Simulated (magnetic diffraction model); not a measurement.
**Which magnetic order? AlTl₂Fe₂Rh**

Space group Pm (no. 6), a = 5.2550 Å, b = 8.4760 Å, c = 5.3500 Å, β = 117.32°.

| site | atom | x | y | z |
| --- | --- | --- | --- | --- |
| 2c | Tl | 0.6561 | 0.2004 | 0.3306 |
| 2c | Tl | 0.3323 | 0.3307 | 0.6715 |
| 1a | Rh | 0.6509 | 0 | 0.8375 |
| 1a | Rh | 0.1736 | 0 | 0.3428 |
| 1b | Fe | 0.8305 | 1/2 | 0.1749 |
| 1b | Fe | 0.3499 | 1/2 | 0.1746 |
| 1b | Fe | 0.8348 | 1/2 | 0.6461 |
| 1a | Fe | 0.1638 | 0 | 0.8290 |
| 2c | Al | 0.0093 | 0.2639 | 0.9963 |

The compound is invented for this exercise: a known structure type with other elements, its cell scaled to their sizes and not relaxed.

Only Fe is taken to order (form factors of Fe2+); orders and moment sizes are assumed, and not adapted to the symmetry. Radiation: neutrons of λ = 2.41 Å, 8° to 45°; isotropic B of 0.21 Å² (Tl), 0.23 Å² (Rh), 0.33 Å² (Fe) and 0.33 Å² (Al). Simulated constant-wavelength pattern: nuclear and magnetic terms add, the magnetic one as |2.695 fm × Σ f S⊥ exp(2πi Q·r) exp(−B s²)|², summed over all Q at one angle with the factor 1/(sin²θ cos θ). For collinear order S is the moment m, which repeats by lattice and centring translations R with the sign exp(−2πi k·R). Free-ion form factors, Sears's scattering lengths of 1992, no absorption; a label names one of the reflections at its angle. The strongest nuclear line in the range is 100, and lines under 0.2 are left out.

Above the ordering temperature:

```tsv
2θ (°)	index	I
16.35	(0 1 0)	100.0
29.37	(0 0 1)	2.1
29.91	(1 0 0)	3.6
30.87	(1 0 -1)	30.9
33.04	(0 2 0)	80.0
33.79	(0 1 1)	14.7
34.27	(1 1 0)	12.0
35.12	(1 1 -1)	0.2
44.78	(0 2 1)	36.9
```

Below it (cell unchanged):

```tsv
2θ (°)	I
16.35	100.0
16.94	67.2
27.36	0.8
28.87	20.8
29.37	2.1
29.91	3.6
30.87	30.9
33.04	80.0
33.79	14.7
34.27	12.0
35.12	0.2
36.17	2.2
39.83	1.5
42.12	1.3
44.43	7.2
44.78	36.9
```

**Question.** Find the propagation vector, then choose among these models:
A. collinear moments along [001], 1.01 μB on Fe; signs + at (0.8305, 1/2, 0.1749), + at (0.3499, 1/2, 0.1746), − at (0.8348, 1/2, 0.6461), + at (0.1638, 0, 0.8290)
B. collinear moments along [100], 1.01 μB on Fe; signs + at (0.8305, 1/2, 0.1749), + at (0.3499, 1/2, 0.1746), − at (0.8348, 1/2, 0.6461), + at (0.1638, 0, 0.8290)
C. collinear moments along [100], 1.01 μB on Fe; signs + at (0.8305, 1/2, 0.1749), + at (0.3499, 1/2, 0.1746), + at (0.8348, 1/2, 0.6461), + at (0.1638, 0, 0.8290)
D. collinear moments along [001], 1.01 μB on Fe; signs + at (0.8305, 1/2, 0.1749), + at (0.3499, 1/2, 0.1746), + at (0.8348, 1/2, 0.6461), + at (0.1638, 0, 0.8290)

The new lines index as (1/2 1/2 0) at 16.94°, (1/2 1/2 -1) at 27.36°, (1/2 3/2 0) at 28.87° and (-1/2 3/2 1) at 36.17°, that is as H ± k with k = (1/2 1/2 0). Half indices mean that the moments reverse under translations with k·R a half-integer, and the magnetic cell has twice the primitive volume.

Magnetic intensity, observed (below minus above) and for each model:

| 2θ (°) | index | observed | A | B | C | D |
| --- | --- | --- | --- | --- | --- | --- |
| 16.94 | (1/2 1/2 0) | 67.2 | 21.9 | 8.6 | 26.5 | 67.2 |
| 27.36 | (1/2 1/2 -1) | 0.8 | 2.0 | 16.9 | 7.0 | 0.8 |
| 28.87 | (1/2 3/2 0) | 20.8 | 6.8 | 5.3 | 16.4 | 20.8 |
| 36.17 | (-1/2 3/2 1) | 2.2 | 5.4 | 9.8 | 4.1 | 2.2 |
| 39.83 | (1/2 1/2 1) | 1.5 | 5.6 | 8.9 | 2.3 | 1.5 |
| 42.12 | (3/2 1/2 -1) | 1.3 | 4.6 | 0.6 | <0.2 | 1.3 |
| 44.43 | (1/2 5/2 0) | 7.2 | 2.3 | 2.1 | 6.5 | 7.2 |

Model D matches.

The structure used: k = (1/2 1/2 0), collinear moments along [001], 1.01 μB on Fe; signs + at (0.8305, 1/2, 0.1749), + at (0.3499, 1/2, 0.1746), + at (0.8348, 1/2, 0.6461), + at (0.1638, 0, 0.8290).

[Logs are printed without paths, hosts, clocks, repeated set-up lines and the standing remarks that a program may print on its own settings, such as how far it seeks lower states.]
